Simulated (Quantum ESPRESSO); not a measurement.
# Work function of Ta(110) against the slab's thickness (PBEsol, Quantum ESPRESSO)

How thick must a slab of Ta(110) be for a steady work function?

All values are computed: Quantum ESPRESSO 7.5, PBEsol, plane waves, scalar-relativistic unless marked; slabs or sheets with vacuum, the vacuum level from the planar mean of the electrostatic potential. 1×1 cells on a fixed bulk lattice, outer layers relaxed.

| layers | thickness (Å) | work function (eV) |
| --- | --- | --- |
| 4 | 6.7 | 4.88 |
| 5 | ? | ? |
| 6 | 11.3 | 4.82 |
| 7 | 13.7 | 4.84 |
| 8 | 15.9 | 4.83 |

**Fit.** The shown values lie within 0.04 eV of their mean, 4.84 eV, with no steady drift. The mean serves as the estimate. Confinement across the slab splits the bands into subbands, and the work function moves a little each time one crosses the Fermi level.

**The withheld row.** The prediction is the mean = 4.84 eV. The run gave thickness 9 Å, work function 4.84 eV. The miss in work function is +0.00 eV, within the scatter of the fitted rows.

The k-mesh adds scatter of its own.
